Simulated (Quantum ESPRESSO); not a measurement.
# Collinear magnetic orders of MnPt with Quantum ESPRESSO, part 2 of 2

Aim: find out which collinear order of MnPt costs least.

Quantum ESPRESSO 7.5; LDA; plane waves with GBRV 1.5 LDA potentials, no spin-orbit coupling.

So far, absolute magnetization (μB): step 2 (start 1: ferro +) 4.09.

### Step 5. Run 4, typed as no spin polarisation

The input, pw.in:

```
&CONTROL
  calculation = 'scf'
  prefix = 'pwscf'
  outdir = './tmp'
  pseudo_dir = './pseudo'
  disk_io = 'nowf'
/
&SYSTEM
  ibrav = 0
  nat = 2
  ntyp = 2
  ecutwfc = 40
  ecutrho = 280
  nbnd = 23
  occupations = 'smearing'
  smearing = 'fd'
  degauss = 0.00734986
/
&ELECTRONS
  conv_thr = 4d-09
  electron_maxstep = 150
  mixing_beta = 0.3
/
ATOMIC_SPECIES
Mn     54.9380 mn_lda_v1.5.uspp.F.UPF
Pt    195.0840 pt_lda_v1.4.uspp.F.UPF
CELL_PARAMETERS angstrom
   2.8300000000    0.0000000000    0.0000000000
   0.0000000000    2.8300000000    0.0000000000
   0.0000000000    0.0000000000    3.6600000000
ATOMIC_POSITIONS crystal
Mn      0.0000000000    0.0000000000    0.0000000000
Pt      0.5000000000    0.5000000000    0.5000000000
K_POINTS automatic
10 10 10 0 0 0
```

Command:

```console
> OMP_NUM_THREADS=1 mpirun -n 4 pw.x -nk 4 -in pw.in > pw.out
```

Output:

```text
     [... lines left out ...]
Program PWSCF v.7.5 starts
     [... lines left out ...]
     number of atoms/cell      =            2
     [... lines left out ...]
     number of electrons       =        31.00
     number of Kohn-Sham states=           23
     kinetic-energy cutoff     =      40.0000  Ry
     charge density cutoff     =     280.0000  Ry
     scf convergence threshold =      4.0E-09
     [... lines left out ...]
     16 Sym. Ops., with inversion, found
     [... lines left out ...]
     number of k points=   126  Fermi-Dirac smearing, width (Ry)=  0.0073
     [... lines left out ...]
     iteration # 13     ecut=    40.00 Ry     beta= 0.30
     [... lines left out ...]
     the Fermi energy is    18.3904 ev
!    total energy              =    -421.96314793 Ry
     estimated scf accuracy    <          2.3E-10 Ry
     smearing contrib. (-TS)   =      -0.01195940 Ry
     [... lines left out ...]
     convergence has been achieved in  13 iterations
```

Run time: 10 s. Hardware: 4 MPI ranks of Arm Neoverse V2, shared host; peak memory 0.29 GiB; 40 s of CPU time.

Read from the output:

| Item | Value |
| --- | --- |
| smearing term TS | 0.1627 eV |
| final state | non-magnetic (no spin polarisation) |

### Step 6. Energies of the orders

An order is kept where moments of 0.15 μB or more survive with the typed signs; meshes match where a doubled cell samples the same k points as the first cell.

Orders:

```csv
start,final state,typed order kept,energy over the lowest (meV a seeded atom),largest site moment (μB),net moment (μB a cell of the first run),mesh matched,CPU time (s)
ferro +,ferromagnetic,yes,337.2,3.578,4.042,yes,86.43
"antiferro q=(1/2,1/2,0) +-",antiferromagnetic,yes,0,3.57,0,yes,193.9
"antiferro q=(0,0,1/2) +-",antiferromagnetic,yes,274.5,3.555,0,yes,168.5
no spin polarisation,non-magnetic,-,956.5,0,0,yes,39.59
```

### Step 7. Couplings from the energies

E = −Σ J e·e over ordered pairs of unit vectors, so each pair counts twice. As many shells are taken as there are differences of energy, so the couplings are solved for and no residual tests the model; further shells are folded in, and shells whose pairs keep their relative signs in all orders cancel and are not probed. Couplings from the energies:

```
 pair  distance (Å)  neighbours an atom  J (meV)
Mn-Mn          2.83                   4   -42.15
Mn-Mn          3.66                   2   -15.69
```

### Step 8. The lowest state again, with its states saved

The input, pw.in:

```
&CONTROL
  calculation = 'scf'
  prefix = 'pwscf'
  outdir = './tmp'
  pseudo_dir = './pseudo'
  disk_io = 'low'
/
&SYSTEM
  ibrav = 0
  celldm(1) = 8
  nat = 4
  ntyp = 3
  ecutwfc = 40
  ecutrho = 280
  nbnd = 45
  occupations = 'smearing'
  smearing = 'fd'
  degauss = 0.00734986
  nspin = 2
  starting_magnetization(1) = 0.2333
  starting_magnetization(2) = -0.2333
  starting_magnetization(3) = 0
/
&ELECTRONS
  conv_thr = 8d-09
  electron_maxstep = 150
  mixing_beta = 0.3
/
ATOMIC_SPECIES
Mn1    54.9380 mn_lda_v1.5.uspp.F.UPF
Mn2    54.9380 mn_lda_v1.5.uspp.F.UPF
Pt    195.0840 pt_lda_v1.4.uspp.F.UPF
CELL_PARAMETERS alat
   1.3369812331727    0.0000000000000    0.0000000000000
   0.6684906165864    0.6684906165864    0.0000000000000
   0.0000000000000    0.0000000000000    0.8645497020163
ATOMIC_POSITIONS crystal
Mn1     0.0000000000    0.0000000000    0.0000000000
Mn2     0.5000000000    0.0000000000    0.0000000000
Pt      0.0000000000    0.5000000000    0.5000000000
Pt      0.5000000000    0.5000000000    0.5000000000
K_POINTS automatic
5 10 10 0 0 0
```

Output:

```text
     [... lines left out ...]
Program PWSCF v.7.5 starts
     [... lines left out ...]
     number of atoms/cell      =            4
     [... lines left out ...]
     number of electrons       =        62.00
     number of Kohn-Sham states=           45
     kinetic-energy cutoff     =      40.0000  Ry
     charge density cutoff     =     280.0000  Ry
     scf convergence threshold =      8.0E-09
     [... lines left out ...]
     16 Sym. Ops., with inversion, found
     [... lines left out ...]
     number of k points=    72  Fermi-Dirac smearing, width (Ry)=  0.0073
     [... lines left out ...]
     iteration # 13     ecut=    40.00 Ry     beta= 0.30
     [... lines left out ...]
     Magnetic moment per site  (integrated on atomic sphere of radius R)
     atom   1 (R=0.264)  charge= 13.6165  magn=  3.5703
     atom   2 (R=0.264)  charge= 13.6165  magn= -3.5703
     atom   3 (R=0.264)  charge= 13.8811  magn= -0.0000
     atom   4 (R=0.264)  charge= 13.8811  magn=  0.0000
     [... lines left out ...]
     the Fermi energy is    18.9295 ev
!    total energy              =    -844.06690581 Ry
     estimated scf accuracy    <          2.5E-09 Ry
     smearing contrib. (-TS)   =      -0.00237895 Ry
     [... lines left out ...]
     total magnetization       =     0.00 Bohr mag/cell
     absolute magnetization    =     7.55 Bohr mag/cell
     convergence has been achieved in  13 iterations
```

Run time: 49 s. Hardware: 4 MPI ranks; peak memory 0.54 GiB.

This step gave:

| Property | Result |
| --- | --- |
| smearing term TS | 0.03237 eV |
| magnetization | 0 μB |
| absolute magnetization | 7.547 μB |
| final state | antiferromagnetic |
| largest moment | 3.570 μB |

### Step 9. Löwdin moments

projwfc.x projects the saved states on orthogonalised atomic orbitals of the pseudopotential files.

Output:

```text
[banner, memory and clock lines left out]
Program PROJWFC v.7.5 starts

     [... lines left out ...]
     IMPORTANT: XC functional enforced from input :
     Exchange-correlation= PZ
                           (   1   1   0   0   0   0   0)
     Any further DFT definition will be discarded
     Please, verify this is what you really want

     G-vector sticks info

     Check: negative core charge=   -0.000035

     negative rho (up, down):  1.683E-01 1.683E-01

     Gaussian broadening (read from input): ngauss,degauss=   0    0.010000

     Calling projwave ....

  Problem Sizes
  natomwfc =           50
  nbnd     =           45
  nkstot   =          144
  npwx     =         1714
  nkb      =           72

     Atomic states used for projection
     (read from pseudopotential files):

     state #   1: atom   1 (Mn1), wfc  1 (l=0 m= 1)
     state #   2: atom   1 (Mn1), wfc  2 (l=1 m= 1)
     state #   3: atom   1 (Mn1), wfc  2 (l=1 m= 2)
     state #   4: atom   1 (Mn1), wfc  2 (l=1 m= 3)
     state #   5: atom   1 (Mn1), wfc  3 (l=0 m= 1)
     state #   6: atom   1 (Mn1), wfc  4 (l=2 m= 1)
     state #   7: atom   1 (Mn1), wfc  4 (l=2 m= 2)
     state #   8: atom   1 (Mn1), wfc  4 (l=2 m= 3)
     state #   9: atom   1 (Mn1), wfc  4 (l=2 m= 4)
     state #  10: atom   1 (Mn1), wfc  4 (l=2 m= 5)
     state #  11: atom   1 (Mn1), wfc  5 (l=1 m= 1)
     state #  12: atom   1 (Mn1), wfc  5 (l=1 m= 2)
     state #  13: atom   1 (Mn1), wfc  5 (l=1 m= 3)
     state #  14: atom   2 (Mn2), wfc  1 (l=0 m= 1)
     state #  15: atom   2 (Mn2), wfc  2 (l=1 m= 1)
     state #  16: atom   2 (Mn2), wfc  2 (l=1 m= 2)
     state #  17: atom   2 (Mn2), wfc  2 (l=1 m= 3)
     state #  18: atom   2 (Mn2), wfc  3 (l=0 m= 1)
     state #  19: atom   2 (Mn2), wfc  4 (l=2 m= 1)
     state #  20: atom   2 (Mn2), wfc  4 (l=2 m= 2)
     state #  21: atom   2 (Mn2), wfc  4 (l=2 m= 3)
     state #  22: atom   2 (Mn2), wfc  4 (l=2 m= 4)
     state #  23: atom   2 (Mn2), wfc  4 (l=2 m= 5)
     state #  24: atom   2 (Mn2), wfc  5 (l=1 m= 1)
     state #  25: atom   2 (Mn2), wfc  5 (l=1 m= 2)
     state #  26: atom   2 (Mn2), wfc  5 (l=1 m= 3)
     state #  27: atom   3 (Pt ), wfc  1 (l=1 m= 1)
     state #  28: atom   3 (Pt ), wfc  1 (l=1 m= 2)
     state #  29: atom   3 (Pt ), wfc  1 (l=1 m= 3)
     state #  30: atom   3 (Pt ), wfc  2 (l=2 m= 1)
     state #  31: atom   3 (Pt ), wfc  2 (l=2 m= 2)
     state #  32: atom   3 (Pt ), wfc  2 (l=2 m= 3)
     state #  33: atom   3 (Pt ), wfc  2 (l=2 m= 4)
     state #  34: atom   3 (Pt ), wfc  2 (l=2 m= 5)
     state #  35: atom   3 (Pt ), wfc  3 (l=0 m= 1)
     state #  36: atom   3 (Pt ), wfc  4 (l=1 m= 1)
     state #  37: atom   3 (Pt ), wfc  4 (l=1 m= 2)
     state #  38: atom   3 (Pt ), wfc  4 (l=1 m= 3)
     state #  39: atom   4 (Pt ), wfc  1 (l=1 m= 1)
     state #  40: atom   4 (Pt ), wfc  1 (l=1 m= 2)
     state #  41: atom   4 (Pt ), wfc  1 (l=1 m= 3)
     state #  42: atom   4 (Pt ), wfc  2 (l=2 m= 1)
     state #  43: atom   4 (Pt ), wfc  2 (l=2 m= 2)
     state #  44: atom   4 (Pt ), wfc  2 (l=2 m= 3)
     state #  45: atom   4 (Pt ), wfc  2 (l=2 m= 4)
     state #  46: atom   4 (Pt ), wfc  2 (l=2 m= 5)
     state #  47: atom   4 (Pt ), wfc  3 (l=0 m= 1)
     state #  48: atom   4 (Pt ), wfc  4 (l=1 m= 1)
     state #  49: atom   4 (Pt ), wfc  4 (l=1 m= 2)
     state #  50: atom   4 (Pt ), wfc  4 (l=1 m= 3)

 [... projections of the bands left out ...]

Lowdin Charges:

     Atom #   1: total charge =  14.7733, s =  2.2829, p =  7.0623, d =  5.4281,
                 spin up      =   9.3041, s =  1.1576,
                 spin up      =   9.3041, p =  3.5762, pz=  1.1980, px=  1.1891, py=  1.1891,
                 spin up      =   9.3041, d =  4.5703, dz2=  0.9549, dxz=  0.8910, dyz=  0.8910, dx2-y2=  0.9212, dxy=  0.9122,
                 spin down    =   5.4692, s =  1.1253,
                 spin down    =   5.4692, p =  3.4860, pz=  1.1646, px=  1.1607, py=  1.1607,
                 spin down    =   5.4692, d =  0.8578, dz2=  0.1139, dxz=  0.2165, dyz=  0.2165, dx2-y2=  0.1581, dxy=  0.1528,
                 polarization =   3.8349, s =  0.0322, p =  0.0902, d =  3.7124,
     Atom #   2: total charge =  14.7733, s =  2.2829, p =  7.0623, d =  5.4281,
                 spin up      =   5.4692, s =  1.1253,
                 spin up      =   5.4692, p =  3.4860, pz=  1.1646, px=  1.1607, py=  1.1607,
                 spin up      =   5.4692, d =  0.8578, dz2=  0.1139, dxz=  0.2165, dyz=  0.2165, dx2-y2=  0.1581, dxy=  0.1528,
                 spin down    =   9.3041, s =  1.1576,
                 spin down    =   9.3041, p =  3.5762, pz=  1.1980, px=  1.1891, py=  1.1891,
                 spin down    =   9.3041, d =  4.5703, dz2=  0.9549, dxz=  0.8910, dyz=  0.8910, dx2-y2=  0.9212, dxy=  0.9122,
                 polarization =  -3.8349, s = -0.0322, p = -0.0902, d = -3.7124,
     Atom #   3: total charge =  16.2125, s =  0.4379, p =  7.0722, d =  8.7024,
                 spin up      =   8.1062, s =  0.2190,
                 spin up      =   8.1062, p =  3.5361, pz=  1.1674, px=  1.1843, py=  1.1843,
                 spin up      =   8.1062, d =  4.3512, dz2=  0.8782, dxz=  0.8718, dyz=  0.8718, dx2-y2=  0.8268, dxy=  0.9027,
                 spin down    =   8.1062, s =  0.2190,
                 spin down    =   8.1062, p =  3.5361, pz=  1.1674, px=  1.1843, py=  1.1843,
                 spin down    =   8.1062, d =  4.3512, dz2=  0.8782, dxz=  0.8718, dyz=  0.8718, dx2-y2=  0.8268, dxy=  0.9027,
                 polarization =  -0.0000, s = -0.0000, p = -0.0000, d = -0.0000,
     Atom #   4: total charge =  16.2125, s =  0.4379, p =  7.0722, d =  8.7024,
                 spin up      =   8.1062, s =  0.2190,
                 spin up      =   8.1062, p =  3.5361, pz=  1.1674, px=  1.1843, py=  1.1843,
                 spin up      =   8.1062, d =  4.3512, dz2=  0.8782, dxz=  0.8718, dyz=  0.8718, dx2-y2=  0.8268, dxy=  0.9027,
                 spin down    =   8.1062, s =  0.2190,
                 spin down    =   8.1062, p =  3.5361, pz=  1.1674, px=  1.1843, py=  1.1843,
                 spin down    =   8.1062, d =  4.3512, dz2=  0.8782, dxz=  0.8718, dyz=  0.8718, dx2-y2=  0.8268, dxy=  0.9027,
                 polarization =  -0.0000, s = -0.0000, p = -0.0000, d = -0.0000,
     Spilling Parameter:   0.0005
```

Elapsed: 3 s, on 4 MPI ranks; peak memory 0.32 GiB.

```csv
atom,moment in the sphere (μB),Löwdin moment (μB),Löwdin charge (e)
Mn1,3.570,3.835,14.773
Mn2,-3.570,-3.835,14.773
Pt3,0.000,0.000,16.212
Pt4,0.000,0.000,16.212
```

### Step 10. Results

| Quantity | Value |
| --- | --- |
| lowest state found | antiferromagnetic (from antiferro q=(1/2,1/2,0) +-) |
| largest site moment | 3.57 μB |
| next state with moments | antiferromagnetic, 274 meV a seeded atom higher |
| state without moments | 957 meV a seeded atom higher |
| J of the weightiest shell (Mn-Mn, 2.83 Å; E = −Σ J e·e, ordered pairs) | -42.2 meV |

**Reading.** The largest moment changes by 0.63 % between the kept orders, as for well localised moments. The largest moment reads 3.57 μB in the sphere and 3.83 μB by Löwdin projection; a site moment hangs on how space is shared out. This is the lowest of 4 collinear or spinless starts, no proof of the ground state. Energies are free energies at an electronic temperature of 1160 K, which lowers moments and differences where the moments are itinerant.

[Logs and program files are shortened in this print: banners, set-up blocks, solver, clock and traceback lines can be left out without a mark of their own.]

[Logs are printed without paths, hosts, clocks, repeated set-up lines and the standing remarks that a program may print on its own settings, such as how far it seeks lower states.]

[Hosts, paths, dates, database ids (printed as entryN), source tags and the programs' standing remarks are cut or masked in the printed files.]

[Where a cell is said to come from a database of computed structures, the database is the Materials Project.]
